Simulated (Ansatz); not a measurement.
# GeH2 (model cell, started as rutile): the cell at rest

Aim: bring GeH2 (model cell, started as rutile) to small forces and stress, as phonons need.

Main program and level: Ansatz 0.2.0; DFT PBEsol, scalar-relativistic, plane waves, PAW.

The structure was built from a prototype and need not be the compound's stable phase.

## (1) Set-up

The structure is tetragonal, space group P4_2/mnm (No. 136). Conventional cell: a = 5.359 Å, b = 5.359 Å, c = 3.457 Å, α = 90.00°, β = 90.00°, γ = 90.00°. Nearest to Ge lie 6 H at 2.27 to 2.31 Å. Nearest to H lie 3 Ge at 2.27 to 2.31 Å. Farther neighbours are not listed.

Structure file:

```cif
data_structure
_symmetry_space_group_name_H-M 'P 1'
_symmetry_Int_Tables_number 1
_cell_length_a 5.3590
_cell_length_b 5.3590
_cell_length_c 3.4566
_cell_angle_alpha 90.000
_cell_angle_beta 90.000
_cell_angle_gamma 90.000
_cell_volume 99.27
loop_
_atom_site_label
_atom_site_type_symbol
_atom_site_fract_x
_atom_site_fract_y
_atom_site_fract_z
_atom_site_occupancy
Ge1 Ge 0.00000 0.00000 0.00000 1
Ge2 Ge 0.50000 0.50000 0.50000 1
H3 H 0.30500 0.30500 0.00000 1
H4 H 0.69500 0.69500 0.00000 1
H5 H 0.80500 0.19500 0.50000 1
H6 H 0.19500 0.80500 0.50000 1
```

## (2) Probe on a coarse mesh

First a cheap look: the gap decides the mesh and the occupations, the pressure tells how far the cell has to move.

Input file input.yaml:

```yaml
crystal:
  lattice:
    - [5.359, 0.0, 0.0]
    - [0.0, 5.359, 0.0]
    - [0.0, 0.0, 3.45656]
  atoms:
    - { symbol: Ge, position: [0.0, 0.0, 0.0] }
    - { symbol: Ge, position: [0.5, 0.5, 0.5] }
    - { symbol: H, position: [0.305, 0.305, 0.0] }
    - { symbol: H, position: [0.695, 0.695, 0.0] }
    - { symbol: H, position: [0.805, 0.195, 0.5] }
    - { symbol: H, position: [0.195, 0.805, 0.5] }
kpoints:
  mp_grid: { grid: [4, 4, 6] }
hamiltonian:
  xc: pbesol
scf:
  occupations: { method: gaussian, width: 0.1 }
output:
  forces: true
  stress: true
  eigenvalues: true
```

Started as:

```sh
> ansatz run input.yaml --threads 8 --pin off --max-ram 14336MiB --backend cpu --events-out ev --progress --plain --runs-dir out
```

Numbers of over 12 decimals in the logs are rounded to 6 here.

The log of the run:

```text
Engine: ansatz 0.2.0, aarch64-unknown-linux-gnu
Pseudopotentials: kind: paw
Pseudopotential: Ge, paw, valence charge 14, recommended cutoff 420 eV (normal), Ge.paw.azcp
Pseudopotential: H, paw, valence charge 1, recommended cutoff 420 eV (normal), H.paw.azcp
Functional definition: PBEsol
  exchange = pbesol_x
  correlation = pbesol_c
Crystal: 6 atoms, lattice volume = 99.269 Å³
[...]
k-point 0: bands = [... 12 lower, -1.8444, -1.8444, 1.5182, 3.5374, 3.5374, 4.2408, 5.0483, 5.4398, ... 2 higher]
  k-point 1: bands = [... 12 lower, -1.5632, -1.5632, 0.4356, 2.8204, 3.7291, 3.7291, 4.8084, 5.7838, ... 2 higher]
  k-point 2: bands = [... 12 lower, -1.4531, -0.8224, -0.8224, 0.3531, 3.7410, 3.7410, 5.2980, 5.7059, ... 2 higher]
  k-point 23: bands = [... 12 lower, -1.8387, -1.8387, -0.6662, -0.6662, 2.4119, 2.4119, 6.1464, 6.1464, ... 2 higher]
[key lines of the parts left out:]
SCF converged after 7 iterations
Free energy (F): -8564.945750 eV
Fermi energy:    2.650354 eV
P = ⅓ Tr σ = -10.8773 GPa (-108.773 kbar)
```

The job ended after 0.73 s (8 threads of Arm Neoverse V2, shared host; peak memory 0.42 GiB).

This step gave:

| Item | Value |
| --- | --- |
| pressure | -10.88 GPa |
| volume per atom | 16.54 Å³ |
| gap on the k-mesh | 0 eV |

The coarse mesh shows no gap and a pressure of -10.9 GPa.

## (3) Coarse relaxation

A rough relaxation comes first, because large forces or stress need no tight tolerances yet.

input.yaml, as its differences from that of step 2:

```diff
@@ -22 +22,6 @@
   eigenvalues: true
+relax:
+  adjacent_minimum: "off"
+  f_tol: 0.05
+  max_steps: 80
+  cell: { stress_tol: 0.5 }
```

The log of the run:

```text
[...]
Crystal: 6 atoms, lattice volume = 99.269 Å³
Basis set: ecut = 420 eV, 1955 PW (Γ), exchange–correlation on 72×72×48 points (8 copies of the dense FFT grid, shifted against one another)
Bands: 22, of which v1, the nominal top of the filled ones, is band 16 counted from 1 (15 counted from 0)
Symmetry: 16 space group operations
[...]
k-points: 24 of 96
[...]
cell:  # Å, volume = 60.5888 Å³
    - [4.294265, 0, 0]
    - [0, 4.294265, 0]
    - [0, 0, 3.285602]
  atoms:
    - { symbol: Ge, position: [1.6522332043226367e-19, -8.025132706709898e-19, 0] }
    - { symbol: Ge, position: [0.5, 0.500000, 0.5] }
    - { symbol: H, position: [0.313162, 0.313162, 0] }
    - { symbol: H, position: [0.686838, 0.686838, 0] }
    - { symbol: H, position: [0.813162, 0.186838, 0.5] }
    - { symbol: H, position: [0.186838, 0.813162, 0.5] }
[key lines of the parts left out:]
SCF converged after 5 iterations
Free energy (F): -8566.745540 eV
Fermi energy:    7.379600 eV
P = ⅓ Tr σ = -0.1209 GPa (-1.209 kbar)
```

The job ended after 5.7 s (8 threads; peak memory 0.45 GiB).

Step by step:

| step | energy less that of the first step (eV) | largest force component (eV/Å) | pressure (GPa) | volume (Å³) |
| --- | --- | --- | --- | --- |
| 1 | 0.0000 | 0.0359 | -10.88 | 99.27 |
| 2 | -0.8431 | 0.0155 | -9.39 | 86.23 |
| 3 | -1.4536 | 0.0575 | -5.81 | 73.98 |
| 4 | -1.7205 | 0.0384 | -1.50 | 64.10 |
| 5 | -1.7328 | 0.0374 | 1.25 | 60.83 |
| 6 | -1.7398 | 0.0063 | 0.15 | 62.04 |
| 7 | -1.7652 | 0.0180 | -1.08 | 63.08 |
| 8 | -1.7907 | 0.0339 | -2.11 | 62.93 |
| 9 | -1.8002 | 0.0222 | -1.18 | 61.37 |
| 10 | -1.7970 | 0.0517 | 1.54 | 58.88 |
| 11 | -1.8089 | 0.0221 | -0.05 | 60.59 |
| 12* | -1.7998 | 0.0223 | -0.12 | 60.59 |

Relaxation steps marked * repeat the geometry before them on a plane-wave basis chosen anew for their cell, so energy and pressure can jump there. Relaxation step 10 was tried and not accepted.

Forces are held to the 16 operations that the run works with; a distortion that breaks them can't arise in this run.

| cell as run | before | after | change |
| --- | --- | --- | --- |
| a (Å) | 5.359 | 4.294 | -19.9 % |
| b (Å) | 5.359 | 4.294 | -19.9 % |
| c (Å) | 3.457 | 3.286 | -4.9 % |
| volume (Å³/atom) | 16.54 | 10.10 | -39.0 % |

The atoms that moved most (Å, as changes of fractional coordinates times the final cell):

| atom | dx | dy | dz | length |
| --- | --- | --- | --- | --- |
| H5 | 0.035 | -0.035 | 0.000 | 0.050 |
| H4 | -0.035 | -0.035 | 0.000 | 0.050 |
| H6 | -0.035 | 0.035 | 0.000 | 0.050 |
| H3 | 0.035 | 0.035 | 0.000 | 0.050 |

Final coordinates:

```cif
data_structure
_symmetry_space_group_name_H-M 'P 1'
_symmetry_Int_Tables_number 1
_cell_length_a 4.2943
_cell_length_b 4.2943
_cell_length_c 3.2856
_cell_angle_alpha 90.000
_cell_angle_beta 90.000
_cell_angle_gamma 90.000
_cell_volume 60.59
loop_
_atom_site_label
_atom_site_type_symbol
_atom_site_fract_x
_atom_site_fract_y
_atom_site_fract_z
_atom_site_occupancy
Ge1 Ge 0.00000 0.00000 0.00000 1
Ge2 Ge 0.50000 0.50000 0.50000 1
H3 H 0.31316 0.31316 0.00000 1
H4 H 0.68684 0.68684 0.00000 1
H5 H 0.81316 0.18684 0.50000 1
H6 H 0.18684 0.81316 0.50000 1
```

Numbers from this step:

| Quantity | Value |
| --- | --- |
| pressure | -0.1209 GPa |
| volume per atom | 10.10 Å³ |

In this step the volume went from 16.54 to 10.10 Å³/atom.

## (4) Bringing the structure to rest

Harmonic phonons are second derivatives at a point where the forces vanish, and they are wanted at zero stress, so atoms and cell are relaxed first.

Input file input.yaml:

```yaml
crystal:
  lattice:
    - [4.2942654432, 0.0, 0.0]
    - [0.0, 4.2942654432, 0.0]
    - [0.0, 0.0, 3.2856016994]
  atoms:
    - { symbol: Ge, position: [0.0, 0.0, 0.0] }
    - { symbol: Ge, position: [0.5, 0.5, 0.5] }
    - { symbol: H, position: [0.3131615989, 0.3131615989, 0.0] }
    - { symbol: H, position: [0.6868384011, 0.6868384011, 0.0] }
    - { symbol: H, position: [0.8131615989, 0.1868384011, 0.5] }
    - { symbol: H, position: [0.1868384011, 0.8131615989, 0.5] }
kpoints:
  mp_grid: { grid: [8, 8, 10] }
hamiltonian:
  xc: pbesol
scf:
  occupations: { method: gaussian, width: 0.1 }
output:
  forces: true
  stress: true
  eigenvalues: true
  write_density: true
  write_potential: true
  elf: true
  volumetric_format: npy
relax:
  adjacent_minimum: "off"
  f_tol: 0.005
  max_steps: 80
  cell: { stress_tol: 0.05 }
```

The log of the run:

```text
[...]
Crystal: 6 atoms, lattice volume = 60.589 Å³
Basis set: ecut = 420 eV, 1147 PW (Γ), exchange–correlation on 60×60×48 points (8 copies of the dense FFT grid, shifted against one another)
Bands: 22, of which v1, the nominal top of the filled ones, is band 16 counted from 1 (15 counted from 0)
Symmetry: 16 space group operations
[...]
k-points: 90 of 640
[...]
SCF iter   1: F=—  HF=-8566.751557 eV  |F-HF|=—  |Δ(HF+E_count)|=         —  Δρ=7.92e-3  dr2=2.90e-2  ethr=1.77e-3  ⟨swp⟩=5.2  Hψ=8243  notcnv=0
[...]
SCF iter   7: F=-8566.740803 eV  HF=-8566.740803 eV  |F-HF|=1.07e-8  |Δ(HF+E_count)|=   8.50e-7  Δρ=5.37e-6  dr2=3.14e-8  ethr=3.13e-10  ⟨swp⟩=8.4  Hψ=12809  notcnv=0
SCF 1 converged in 7 iterations: F = -8566.740803 eV  dr2 = 3.14e-8
[...]
relax step   1: F+E_penalty+E_count = -8566.74080271 eV  Δ(F+E_penalty+E_count) = +0.000e0 eV  max|allowed force component| = 3.430e-2 eV/Å  Δτ_max = 0.0000 Å  P = -0.314 GPa  Ω = 60.589 Å³  (7 SCF iters, dr2 threshold 1.00e-7 eV, accepted)
Crystal: 6 atoms, lattice volume = 60.436 Å³
Basis set: ecut = 420 eV, 1163 PW (Γ), exchange–correlation on 60×60×48 points (8 copies of the dense FFT grid, shifted against one another)
[...]
SCF iter   5: F=-8566.743698 eV  HF=-8566.743698 eV  |F-HF|=9.91e-8  |Δ(HF+E_count)|=   1.16e-8  Δρ=1.48e-5  dr2=1.12e-7  ethr=1.87e-9  ⟨swp⟩=8.3  Hψ=12765  notcnv=0
SCF 2 converged in 5 iterations: F = -8566.743698 eV  dr2 = 1.12e-7
relax step   2: F+E_penalty+E_count = -8566.74369773 eV  Δ(F+E_penalty+E_count) = -2.895e-3 eV  max|allowed force component| = 4.958e-3 eV/Å  Δτ_max = 0.0189 Å  P = +0.082 GPa  Ω = 60.436 Å³  energy of the carried Pulay correction = +1.314e-4 eV  (5 SCF iters, dr2 threshold 6.00e-7 eV, accepted)
Crystal: 6 atoms, lattice volume = 60.600 Å³
Basis set: ecut = 420 eV, 1187 PW (Γ), exchange–correlation on 60×60×48 points (8 copies of the dense FFT grid, shifted against one another)
[...]
SCF iter   5: F=-8566.743656 eV  HF=-8566.743656 eV  |F-HF|=1.78e-9  |Δ(HF+E_count)|=   1.34e-8  Δρ=4.28e-6  dr2=1.39e-8  ethr=6.04e-11  ⟨swp⟩=5.7  Hψ=10118  notcnv=0
SCF 3 converged in 5 iterations: F = -8566.743656 eV  dr2 = 1.39e-8
relax step   3: F+E_penalty+E_count = -8566.74365582 eV  Δ(F+E_penalty+E_count) = +4.191e-5 eV  max|allowed force component| = 1.248e-3 eV/Å  Δτ_max = 0.0040 Å  P = -0.047 GPa  Ω = 60.600 Å³  energy of the carried Pulay correction = -9.448e-6 eV  (5 SCF iters, dr2 threshold 1.93e-8 eV, accepted)
[...]
relax step   4: F+E_penalty+E_count = -8566.74369242 eV  Δ(F+E_penalty+E_count) = -3.660e-5 eV  max|allowed force component| = 5.387e-4 eV/Å  Δτ_max = 0.0009 Å  P = -0.010 GPa  Ω = 60.584 Å³  energy of the carried Pulay correction = +4.285e-6 eV  (3 SCF iters, dr2 threshold 3.22e-8 eV, accepted)
[...]
relax step   5: F+E_penalty+E_count = -8566.74373774 eV  Δ(F+E_penalty+E_count) = -4.532e-5 eV  max|allowed force component| = 5.354e-4 eV/Å  Δτ_max = 0.0000 Å  P = -0.011 GPa  Ω = 60.584 Å³  stress off target by 5.10e-2 GPa  SCF on the basis re-selected at this cell (its energy is not comparable with the rows above)  (6 SCF iters)
[...]
relax step   6: F+E_penalty+E_count = -8566.74373720 eV  Δ(F+E_penalty+E_count) = +5.367e-7 eV  max|allowed force component| = 4.144e-5 eV/Å  Δτ_max = 0.0015 Å  P = +0.003 GPa  Ω = 60.598 Å³  energy of the carried Pulay correction = -1.476e-5 eV  (4 SCF iters, dr2 threshold 6.51e-9 eV, accepted)
[...]
SCF iter   1: F=—  HF=-8566.743733 eV  |F-HF|=—  |Δ(HF+E_count)|=         —  Δρ=5.35e-6  dr2=5.97e-9  ethr=1.17e-7  ⟨swp⟩=2.9  Hψ=12711  notcnv=0
eigensolver tolerance schedule: the retry pair's looser diagonalisation over-reported the residual by 6291.51 of it (diagonalisation noise at 0.31 of the residual, at the tolerance the schedule requests for it); recorded, not acted on — ethr = c·dr2/N_el stays at c = 1.0e-1
[...]
SCF iter   2: F=—  HF=-8566.743755 eV  |F-HF|=—  |Δ(HF+E_count)|=   2.22e-5  Δρ=3.08e-6  dr2=2.69e-9  ethr=1.87e-11  ⟨swp⟩=2.3  Hψ=3487  notcnv=0
[...]
SCF iter   4: F=-8566.743755 eV  HF=-8566.743755 eV  |F-HF|=9.09e-12  |Δ(HF+E_count)|=  6.75e-10  Δρ=2.72e-7  dr2=1.77e-11  ethr=1.00e-12  ⟨swp⟩=4.0  Hψ=8700  notcnv=0
SCF 7 converged in 4 iterations: F = -8566.743755 eV  dr2 = 1.77e-11
relax step   7: F+E_penalty+E_count = -8566.74375515 eV  Δ(F+E_penalty+E_count) = -1.795e-5 eV  max|allowed force component| = 3.722e-5 eV/Å  Δτ_max = 0.0000 Å  P = +0.003 GPa  Ω = 60.598 Å³  stress off target by 6.20e-3 GPa  SCF on the basis re-selected at this cell (its energy is not comparable with the rows above)  (4 SCF iters)
[...]
SCF converged after 4 iterations
Free energy (F): -8566.743755 eV
[...]
Internal energy: -8566.736703 eV  (E = F + TS)
E sigma→0 (E₀):  -8566.740229 eV
Entropy (-TS):   -0.007053 eV (-1.175 meV/atom)
Fermi energy:    7.132813 eV
[...]
--- Forces (eV/Å), atoms counted from 1 ---
  atom   1  Ge     0.00000000    -0.00000000     0.00000000
  atom   2  Ge     0.00000000     0.00000000     0.00000000
  atom   3  H     -0.00003722    -0.00003722     0.00000000
  atom   4  H      0.00003722     0.00003722    -0.00000000
  atom   5  H     -0.00003722     0.00003722     0.00000000
  atom   6  H      0.00003722    -0.00003722    -0.00000000
  max |Σ_I F_I| component: 2.71e-20 eV/Å
--- Stress (GPa, compression-positive) ---
        0.006200      -0.000000       0.000000
       -0.000000       0.006200       0.000000
        0.000000       0.000000      -0.003819
  P = ⅓ Tr σ = 0.0029 GPa (0.029 kbar)
--- Band table (eV; the first three rows and the last of 90) ---
  k-point 0: bands = [... 12 lower, 1.0559, 1.0559, 5.4251, 8.6319, 9.0125, 9.8459, 9.8459, 12.3449, ... 2 higher]
  k-point 1: bands = [... 12 lower, 1.1753, 1.1753, 4.4282, 9.1514, 9.2281, 9.8960, 9.8960, 10.6379, ... 2 higher]
  k-point 2: bands = [... 12 lower, 1.5195, 1.5195, 2.6470, 8.4389, 9.5681, 9.8362, 9.8362, 10.0870, ... 2 higher]
  k-point 89: bands = [... 12 lower, 1.2304, 1.2304, 1.7594, 1.7594, 5.5343, 5.5343, 13.9482, 13.9482, ... 2 higher]
--- Relaxed structure (5 steps of the walk, 5 accepted, 2 SCFs on fresh bases) ---
[...]
cell:  # Å, volume = 60.5981 Å³
    - [4.323338, 0, 0.0]
    - [0, 4.323338, 0.0]
    - [0.0, 0.0, 3.242057]
  atoms:
    - { symbol: Ge, position: [-2.6089263919997246e-19, 0, 0.0] }
    - { symbol: Ge, position: [0.5, 0.5, 0.500000] }
    - { symbol: H, position: [0.309006, 0.309006, 0.0] }
    - { symbol: H, position: [0.690994, 0.690994, 0.0] }
    - { symbol: H, position: [0.809006, 0.190994, 0.500000] }
    - { symbol: H, position: [0.190994, 0.809006, 0.500000] }
```

Elapsed: 6.3 s, on 8 threads; peak memory 0.47 GiB.

Relaxation path:

| step | energy less that of the first step (eV) | largest force component (eV/Å) | pressure (GPa) | volume (Å³) |
| --- | --- | --- | --- | --- |
| 1 | 0.0000 | 0.0343 | -0.31 | 60.59 |
| 2 | -0.0029 | 0.0050 | 0.08 | 60.44 |
| 3 | -0.0029 | 0.0012 | -0.05 | 60.60 |
| 4 | -0.0029 | 0.0005 | -0.01 | 60.58 |
| 5* | -0.0029 | 0.0005 | -0.01 | 60.58 |
| 6 | -0.0029 | 0.0000 | 0.00 | 60.60 |
| 7* | -0.0030 | 0.0000 | 0.00 | 60.60 |

Relaxation steps marked * repeat the geometry before them on a plane-wave basis chosen anew for their cell, so energy and pressure can jump there.

The run keeps the 16 symmetry operations that it works with, so distortions that break them were not tested.

| conventional cell, symmetrised | before | after | change |
| --- | --- | --- | --- |
| a (Å) | 4.294 | 4.323 | +0.7 % |
| b (Å) | 4.294 | 4.323 | +0.7 % |
| c (Å) | 3.286 | 3.242 | -1.3 % |
| volume (Å³/atom) | 10.10 | 10.10 | +0.0 % |

The atoms that moved most (Å, as changes of fractional coordinates times the final cell):

| atom | dx | dy | dz | length |
| --- | --- | --- | --- | --- |
| H4 | 0.018 | 0.018 | 0.000 | 0.025 |
| H5 | -0.018 | 0.018 | 0.000 | 0.025 |
| H6 | 0.018 | -0.018 | 0.000 | 0.025 |
| H3 | -0.018 | -0.018 | 0.000 | 0.025 |

Final coordinates:

```cif
data_structure
_symmetry_space_group_name_H-M 'P 1'
_symmetry_Int_Tables_number 1
_cell_length_a 4.3233
_cell_length_b 4.3233
_cell_length_c 3.2421
_cell_angle_alpha 90.000
_cell_angle_beta 90.000
_cell_angle_gamma 90.000
_cell_volume 60.60
loop_
_atom_site_label
_atom_site_type_symbol
_atom_site_fract_x
_atom_site_fract_y
_atom_site_fract_z
_atom_site_occupancy
Ge1 Ge 0.00000 0.00000 0.00000 1
Ge2 Ge 0.50000 0.50000 0.50000 1
H3 H 0.30901 0.30901 0.00000 1
H4 H 0.69099 0.69099 0.00000 1
H5 H 0.80901 0.19099 0.50000 1
H6 H 0.19099 0.80901 0.50000 1
```

This step gave:

```
pressure : 0.002860 GPa
```

ELF in the ab plane at fractional z = 0.000, with atoms of Ge and H within 0.2 Å of it. It is the smooth field of the valence electrons, not physical close to the nuclei.

Values, 14 rows by 14 columns, each cell a mean:
```
0.03 0.12 0.36 0.43 0.35 0.13 0.05 0.06 0.16 0.32 0.42 0.42 0.27 0.07
0.21 0.31 0.43 0.44 0.30 0.10 0.06 0.18 0.43 0.60 0.59 0.49 0.39 0.27
0.41 0.43 0.45 0.37 0.18 0.07 0.10 0.43 0.80 0.93 0.88 0.70 0.49 0.42
0.40 0.40 0.34 0.20 0.09 0.07 0.14 0.57 0.91 0.99 0.98 0.88 0.59 0.42
0.23 0.20 0.13 0.08 0.06 0.08 0.16 0.53 0.88 0.99 0.99 0.93 0.60 0.32
0.08 0.06 0.07 0.09 0.12 0.13 0.16 0.34 0.65 0.88 0.91 0.80 0.43 0.16
0.04 0.06 0.14 0.29 0.36 0.29 0.21 0.22 0.34 0.53 0.57 0.43 0.18 0.06
0.07 0.17 0.50 0.79 0.86 0.73 0.46 0.21 0.16 0.16 0.14 0.10 0.06 0.05
0.18 0.32 0.72 0.95 0.98 0.94 0.73 0.29 0.13 0.08 0.07 0.07 0.10 0.13
0.37 0.45 0.74 0.96 1.00 0.98 0.86 0.36 0.12 0.06 0.09 0.18 0.30 0.35
0.41 0.44 0.61 0.85 0.96 0.95 0.79 0.29 0.09 0.08 0.20 0.37 0.44 0.43
0.32 0.38 0.47 0.61 0.74 0.72 0.50 0.14 0.07 0.13 0.34 0.45 0.43 0.36
0.07 0.17 0.38 0.44 0.45 0.32 0.17 0.06 0.06 0.20 0.40 0.43 0.31 0.12
0.15 0.07 0.32 0.41 0.37 0.18 0.07 0.04 0.08 0.23 0.40 0.41 0.21 0.03
```
Columns run along a (4.3 Å), rows up along b (4.3 Å). Atoms in or near the plane, at fractional coordinates: Ge at (0.00, 0.00), H at (0.31, 0.31), H at (0.69, 0.69).

(Part 1 of 2 ends here.)

[Logs are printed without paths, hosts, clocks, repeated set-up lines and the standing remarks that a program may print on its own settings, such as how far it seeks lower states.]

[Hosts, paths, dates, database ids (printed as entryN), source tags and the programs' standing remarks are cut or masked in the printed files.]
